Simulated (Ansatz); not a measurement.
## SiPb2 (model cell, started as cuprite): a soft mode frozen in

Wanted: the energy along a soft mode of SiPb2 (model cell, started as cuprite) and the structure at the end.

Method: DFT PBE, scalar-relativistic, plane waves, PAW, in Ansatz 0.2.0.

Most raw output is cut from this account.

The structure was built from a prototype and need not be the compound's stable phase.

**1. Set-up**

It takes space group Pn-3m (No. 224, cubic). The conventional cell has a = 6.148 Å, b = 6.148 Å, c = 6.148 Å, α = 90.00°, β = 90.00°, γ = 90.00°. Si has 4 Pb at 2.66 Å nearest. Nearest to Pb lie 2 Si at 2.66 Å. Farther neighbours are not listed.

**2. Response at finite wavevector**

The cell comes from relaxations at this level that are not shown. Stability and thermal properties need the whole zone. Linear response on a 2×2×2 q mesh gives force constants as far as a supercell of that size would.

input.yaml

```yaml
crystal:
  lattice:
    - [6.1481006399, 0.0, 0.0]
    - [0.0, 6.1481006399, 0.0]
    - [0.0, 0.0, 6.1481006399]
  atoms:
    - { symbol: Si, position: [0.0, 0.0, 0.0] }
    - { symbol: Si, position: [0.5, 0.5, 0.5] }
    - { symbol: Pb, position: [0.25, 0.25, 0.25] }
    - { symbol: Pb, position: [0.75, 0.75, 0.25] }
    - { symbol: Pb, position: [0.75, 0.25, 0.75] }
    - { symbol: Pb, position: [0.25, 0.75, 0.75] }
kpoints:
  mp_grid: { grid: [6, 6, 6] }
hamiltonian:
  xc: pbe
scf:
  occupations: { method: methfessel_paxton, width: 0.2 }
output:
  eigenvalues: true
phonons:
  method: dfpt
  qmesh: [2, 2, 2]
  temperatures: { t_max: 1000, t_step: 50 }
  qpath:
    path:
      - [[0.0, 0.0, 0.0], [0.0, 0.5, 0.0], [0.5, 0.5, 0.0], [0.0, 0.0, 0.0], [0.5, 0.5, 0.5], [0.0, 0.5, 0.0]]
      - [[0.5, 0.5, 0.5], [0.5, 0.5, 0.0]]
    npoints: 10
```

On the command line:

```console
> ansatz run input.yaml --threads 8 --pin off --max-ram 14336MiB --backend cpu --events-out ev --progress --plain --runs-dir out
```

The job ended after 4.6 min (8 threads of Arm Neoverse N1, shared host; peak memory 3.1 GiB).

This step gave:

* volume per atom: 38.73 Å³
* gap on the k-mesh: 0 eV
* sum-rule residual before enforcement: 1.08e-5 eV/Å²
* lowest frequency on the path: -67.89 cm⁻¹
* point group: m-3m
* highest frequency on the path or at a solved wavevector: 262.3 cm⁻¹
* highest optical mode at the zone centre (no LO-TO term): 247.6 cm⁻¹
* lowest optical zone-centre mode: -57.62 cm⁻¹
* lowest mode on the q mesh (acoustic modes at Γ apart): -67.89 cm⁻¹

Frequencies (cm⁻¹) solved at each irreducible wavevector; negative means imaginary. Frequencies by wavevector, by row:

```tsv
q in reciprocal lattice units	star	mode 1	mode 2	mode 3	mode 4	mode 16	mode 17	mode 18
0 0 0	1	-57.6	-57.6	-57.6	-47.1	247.6	247.6	247.6
0 0 -0.5	3	-56.8	-56.8	-51.3	-51.3	233.2	260.6	260.6
0 -0.5 -0.5	3	-56.7	-56.7	-51.5	-51.5	224.8	257.2	257.2
-0.5 -0.5 -0.5	1	-67.9	-67.9	-67.9	-38.8	247.2	247.2	247.2
```

Interpolated from a 2×2×2 q mesh. Phonon branches along the path, in cm⁻¹:

```tsv
point	branch 1	branch 2	branch 3	branch 4	branch 15	branch 16	branch 17	branch 18
Γ	-58	-58	-58	-47	195	248	248	248
halfway	-54	-54	-52	-51	211	245	255	255
X	-57	-57	-51	-51	233	233	260	260
halfway	-57	-57	-51	-51	226	226	260	260
M	-57	-57	-52	-52	225	225	257	257
halfway	-55	-54	-54	-50	205	244	254	260
Γ	-58	-58	-58	-47	195	248	248	248
halfway	-60	-60	-48	-48	194	252	254	254
R	-68	-68	-68	-39	210	247	247	247
halfway	-65	-60	-49	-49	208	242	253	260
X	-57	-57	-51	-51	233	233	260	260
jump to R	-68	-68	-68	-39	210	247	247	247
halfway	-65	-65	-58	-44	213	240	254	254
M	-57	-57	-52	-52	225	225	257	257
```

Symmetry leaves 4 wavevectors to solve. The lowest mode among them, the acoustic zeros apart, lies at q = (-0.5, -0.5, -0.5) and is imaginary, 67.9i cm⁻¹, so the energy falls along it.

**3. The mode frozen in, largest atomic shift 0 Å**

The mode followed lies at Γ with frequency 57.6i cm⁻¹ and is 3-fold degenerate, one of the unstable modes though not the softest. At small amplitude the distorted cell has space group no. 102 by a symmetry search on the positions. The undistorted cell that holds it gives the zero of energy on the same k mesh.

input.yaml, the sections that differ from step 2:

```yaml
output:
  forces: true
  stress: true
  eigenvalues: true
# crystal, kpoints, hamiltonian, scf: as in step 2
# phonons: removed
```

Elapsed: 3 s, on 8 threads; peak memory 0.83 GiB; 22 s of CPU time.

Numbers from this step:

```yaml
pressure: -0.002381 GPa
energy_from_the_undistorted_cell: 0 meV/atom
```

The run ends at a pressure of 0.00 GPa.

**4. The mode frozen in, largest atomic shift 0.6 Å**

The atoms are moved along the unstable eigenvector, the largest shift by 0.6 Å, with the cell fixed.

input.yaml, the sections that differ from step 3:

```yaml
crystal:
  lattice:
    - [6.1481006399, 0.0, 0.0]
    - [0.0, 6.1481006399, 0.0]
    - [0.0, 0.0, 6.1481006399]
  atoms:
    - { symbol: Si, position: [-0.0975911156, 0.0, 0.0] }
    - { symbol: Si, position: [0.4024088844, 0.5, 0.5] }
    - { symbol: Pb, position: [0.2566140118, 0.2105342638, 0.2105342638] }
    - { symbol: Pb, position: [0.7566140118, 0.7105342638, 0.2894657362] }
    - { symbol: Pb, position: [0.7566140118, 0.2894657362, 0.7105342638] }
    - { symbol: Pb, position: [0.2566140118, 0.7894657362, 0.7894657362] }
# kpoints, hamiltonian, scf, output: as in step 3
```

Elapsed: 7.2 s, on 8 threads; peak memory 0.78 GiB.

Numbers from this step:

```yaml
pressure: -1.607 GPa
energy_from_the_undistorted_cell: -77.16 meV/atom
```

The energy, extrapolated to zero smearing, is -77.16 meV/atom against the undistorted cell.

The run ends at a pressure of -1.61 GPa, with forces up to 0.40 eV/Å.

**5. Energy along the mode, all amplitudes (two of the runs are shown above)**

An imaginary frequency means negative curvature, so the energy should fall and then rise again as anharmonic terms take over.

This step gave:

* depth at the lowest point sampled: 77.16 meV/atom
* largest atomic shift at that point: 0.6 Å

Energy from the parent against largest atomic shift:

```tsv
largest atomic shift (Å)	energy from the parent (meV/atom)
0.000	0
0.040	-0.527
0.080	-2.08
0.140	-6.23
0.220	-14.8
0.320	-29.4
0.450	-51.8
0.600	-77.2
```

Displacement at unit largest shift by atom:

```tsv
atom	x (Å)	y (Å)	z (Å)	size
Si1	-1.00	0.00	0.00	1.00
Si2	-1.00	0.00	0.00	1.00
Pb3	0.07	-0.40	-0.40	0.58
Pb4	0.07	-0.40	0.40	0.58
Pb5	0.07	0.40	-0.40	0.58
Pb6	0.07	0.40	0.40	0.58
```

The lowest of the steps tried is the last one, at 0.6 Å, 77.2 meV/atom below the parent; the bottom of the well need not coincide with a step.

**6. Relaxation from the frozen mode**

Starting from the lowest point found, all atoms and the cell are let go, so that strain and other modes of the same symmetry can join in.

input.yaml: that of step 4 with these lines changed.

```diff
@@ -22 +22,6 @@
   eigenvalues: true
+relax:
+  adjacent_minimum: "off"
+  f_tol: 0.002
+  max_steps: 120
+  cell: { stress_tol: 0.03 }
```

It took 1.8 min on 8 threads; peak memory 0.9 GiB.

The steps of the relaxation:

```tsv
step	energy less that of the first step (eV)	largest force component (eV/Å)	pressure (GPa)	volume (Å³)
1	0.0000	0.2816	-1.61	232.39
2	-0.3885	0.5877	-0.38	212.18
3	-0.7455	0.6531	0.01	202.71
4	-1.1454	0.6078	0.36	194.60
5	-1.5224	0.2975	0.44	189.95
6	-1.6915	0.0741	0.07	191.57
7	-1.7493	0.1455	-0.88	196.35
8	-1.7449	0.2411	0.89	187.99
9	-1.7784	0.0415	-0.34	193.42
10	-1.7826	0.0011	-0.01	191.67
11*	-1.7834	0.0010	-0.01	191.67
12	-1.7835	0.0003	0.00	191.64
13*	-1.7835	0.0003	0.00	191.64
```

Relaxation steps marked * repeat the geometry before them on a plane-wave basis chosen anew for their cell, so energy and pressure can jump there. Relaxation step 8 was tried and not accepted.

The run keeps the 8 symmetry operations that it works with, so distortions that break them were not tested.

```tsv
cell as run	before	after	change
a (Å)	6.148	4.360	-29.1 %
b (Å)	6.148	6.629	+7.8 %
c (Å)	6.148	6.629	+7.8 %
volume (Å³/atom)	38.73	31.94	-17.5 %
```

The atoms that moved most (Å, as changes of fractional coordinates times the final cell):

```tsv
atom	dx	dy	dz	length
Si1	-0.424	0.000	0.000	0.424
Si2	-0.424	0.000	0.000	0.424
Pb3	0.212	-0.076	-0.076	0.238
Pb4	0.212	-0.076	0.076	0.238
Pb5	0.212	0.076	-0.076	0.238
Pb6	0.212	0.076	0.076	0.238
```

Final coordinates:

```xyz
6
Lattice="4.3603 0.0000 0.0000 0.0000 6.6295 0.0000 0.0000 0.0000 6.6295" Properties=species:S:1:pos:R:3 pbc="T T T"
Si   -0.8493    0.0000    0.0000
Si    1.3308    3.3147    3.3147
Pb    1.3308    1.3199    1.3199
Pb    3.5110    4.6346    1.9949
Pb    3.5110    1.9949    4.6346
Pb    1.3308    5.3096    5.3096
```

Numbers from this step:

```yaml
pressure: -0.002448 GPa
volume_per_atom: 31.94 Å³
```

The distorted start has space group P4_2nm; the relaxation ends in P4_2/mnm.

**7. The new phase in its own primitive cell**

The relaxed structure is symmetrised, reduced to its primitive cell and relaxed tightly, as its phonons need.

input.yaml

```yaml
crystal:
  lattice:
    - [6.6294953919, 0.0, 0.0]
    - [0.0, 6.6294953919, 0.0]
    - [0.0, 0.0, 4.3603383929]
  atoms:
    - { symbol: Si, position: [0.0, 0.0, 0.5] }
    - { symbol: Si, position: [0.5, 0.5, 0.0] }
    - { symbol: Pb, position: [0.1990886302, 0.1990886302, 0.0] }
    - { symbol: Pb, position: [0.6990886302, 0.3009113698, 0.5] }
    - { symbol: Pb, position: [0.3009113698, 0.6990886302, 0.5] }
    - { symbol: Pb, position: [0.8009113698, 0.8009113698, 0.0] }
kpoints:
  mp_grid: { grid: [6, 6, 8] }
hamiltonian:
  xc: pbe
scf:
  occupations: { method: methfessel_paxton, width: 0.2 }
output:
  forces: true
  stress: true
  eigenvalues: true
relax:
  adjacent_minimum: "off"
  f_tol: 0.001
  max_steps: 60
  cell: { stress_tol: 0.01 }
```

The job ended after 36 s (8 threads; peak memory 0.87 GiB).

The steps of the relaxation:

```tsv
step	energy less that of the first step (eV)	largest force component (eV/Å)	pressure (GPa)	volume (Å³)
1	0.0000	0.0363	0.15	191.64
2	-0.0099	0.0314	-0.14	192.62
3	-0.0124	0.0306	-0.09	192.18
4	-0.0135	0.0034	0.00	191.73
5	-0.0136	0.0003	0.00	191.75
6*	-0.0136	0.0003	0.00	191.75
```

Relaxation steps marked * repeat the geometry before them on a plane-wave basis chosen anew for their cell, so energy and pressure can jump there.

Forces are held to the 16 operations that the run works with; a distortion that breaks them can't arise in this run.

```tsv
conventional cell, symmetrised	before	after	change
a (Å)	6.629	6.715	+1.3 %
b (Å)	6.629	6.715	+1.3 %
c (Å)	4.360	4.253	-2.5 %
volume (Å³/atom)	31.94	31.96	+0.1 %
```

The atoms that moved most (Å, as changes of fractional coordinates times the final cell):

```tsv
atom	dx	dy	dz	length
Pb4	0.020	-0.020	0.000	0.028
Pb5	-0.020	0.020	0.000	0.028
Pb6	-0.020	-0.020	0.000	0.028
Pb3	0.020	0.020	0.000	0.028
```

Numbers from this step:

| Quantity | Value |
| --- | --- |
| pressure | -0.001673 GPa |
| volume per atom | 31.96 Å³ |

The largest force component left is 0.32 meV/Å and the pressure is -0.002 GPa, within the tolerances set. The cell now holds 31.96 Å³/atom.

**8. Modes of the new phase, k-mesh 6×6×8**

A relaxed structure may still be a saddle point, so its zone-centre modes are computed. No field response is asked, since the mesh shows no gap.

input.yaml

```yaml
crystal:
  lattice:
    - [6.7148692173, 0.0, 0.0]
    - [0.0, 6.7148692173, 0.0]
    - [0.0, 0.0, 4.2525875873]
  atoms:
    - { symbol: Si, position: [0.0, 0.0, 0.5] }
    - { symbol: Si, position: [0.5, 0.5, 0.0] }
    - { symbol: Pb, position: [0.2020597661, 0.2020597661, 0.0] }
    - { symbol: Pb, position: [0.7020597661, 0.2979402339, 0.5] }
    - { symbol: Pb, position: [0.2979402339, 0.7020597661, 0.5] }
    - { symbol: Pb, position: [0.7979402339, 0.7979402339, 0.0] }
kpoints:
  mp_grid: { grid: [6, 6, 8] }
hamiltonian:
  xc: pbe
scf:
  occupations: { method: methfessel_paxton, width: 0.2 }
output:
  eigenvalues: true
phonons:
  method: dfpt
```

Wall time 1.8 min (8 threads); peak memory 2.8 GiB.

This step gave:

| Item | Value |
| --- | --- |
| sum-rule residual before enforcement | 3.03e-5 eV/Å² |
| point group | 4/mmm |
| highest optical mode at the zone centre (no LO-TO term) | 215.6 cm⁻¹ |
| lowest optical zone-centre mode | -35.59 cm⁻¹ |

Patterns of degenerate modes are one choice out of their space. The modes at Γ (shares of kinetic energy by element, %) (negative means imaginary):

```tsv
mode	frequency (cm⁻¹)	symmetry	Si %	Pb %
1	-35.6	A2g	0	100
2	-30.4	B1g	0	100
3	-28.6	B1u	8	92
4	-25.5	Eu	9	91
5	-25.5	Eu	9	91
6	0.0	acoustic	6	94
7	0.0	acoustic	6	94
8	0.0	acoustic	6	94
9	59.1	Eg	0	100
10	59.1	Eg	0	100
11	83.9	A1g	0	100
12	97.2	B2g	0	100
13	159.6	Eu	99	1
14	159.6	Eu	99	1
15	205.5	Eu	86	14
16	205.5	Eu	86	14
17	212.4	B1u	92	8
18	215.6	A2u	94	6
```

Displacements in mode 1 (-35.6 cm⁻¹), the largest set to 1:
```
Si1  0.00  0.00  0.00
Si2  0.00  0.00  0.00
Pb3  1.00 -1.00  0.00
Pb4 -1.00 -1.00  0.00
Pb5  1.00  1.00  0.00
Pb6 -1.00  1.00  0.00
```

Displacements in mode 18 (215.6 cm⁻¹), the largest set to 1:
```
Si1  0.00  0.00  1.00
Si2  0.00  0.00  1.00
Pb3  0.00  0.00 -0.07
Pb4  0.00  0.00 -0.07
Pb5  0.00  0.00 -0.07
Pb6  0.00  0.00 -0.07
```

Before it was imposed, the acoustic sum rule was missed by 3.0e-5 eV/Å². Small misses are needed for a sound result but don't prove that mesh and cutoff are converged. The lowest optical mode is imaginary, 35.6i cm⁻¹, so the energy falls along it.

**9. Outcome**

- unstable mode of the parent: q = (0, 0, 0), 58i cm⁻¹
- depth at the lowest point sampled: 77.2 meV/atom
- largest atomic shift at that point: 0.6 Å
- space group reached (within 0.01 Å): P4_2/mnm
- energy gained over the parent (first relaxation, on the mesh of the frozen mode): 375 meV/atom
- volume per atom, phase reached: 32.0 Å³
- lowest optical zone-centre mode, phase reached: -35.6 cm⁻¹
- highest optical mode at the zone centre (no LO-TO term), phase reached: 216 cm⁻¹

**Reading.** Along this mode the structure falls into P4_2/mnm, 375 meV/atom below the parent. At the parent's cell the well is 77.16 meV/atom deep on the steps tried, with its lowest point at a shift of 0.6 Å. That is the last step tried, so the steps alone don't bracket the bottom of the well. Relaxing atoms and cell changes the gain by +297.50 meV/atom against the lowest step (energies at zero smearing). Most of the total comes from this relaxation. The new phase still has an imaginary mode at the zone centre of its cell, so it is a saddle point on the way to a lower structure. Of the 6 patterns followed to their end from this parent, this one ends 65.1 meV/atom above the lowest, I4_1/amd. Each path keeps the symmetry of its pattern, so a lower phase may lie along a pattern not tried. With no gap, or one that is small against the smearing, the frequencies hang on the k mesh and the smearing, most of all near Kohn anomalies. The volume moved by more than a tenth on the k mesh of the start, so the energy gain is rough. Spin-orbit coupling is left out, which can matter for the heavy elements here. A phonon run warned that its eigensolver left some bands unconverged in a pass. The starting cell was built on a prototype and not taken from a measurement, so the phase need not exist.

[Logs are printed without paths, hosts, clocks, repeated set-up lines and the standing remarks that a program may print on its own settings, such as how far it seeks lower states.]

[Hosts, paths, dates, database ids (printed as entryN), source tags and the programs' standing remarks are cut or masked in the printed files.]
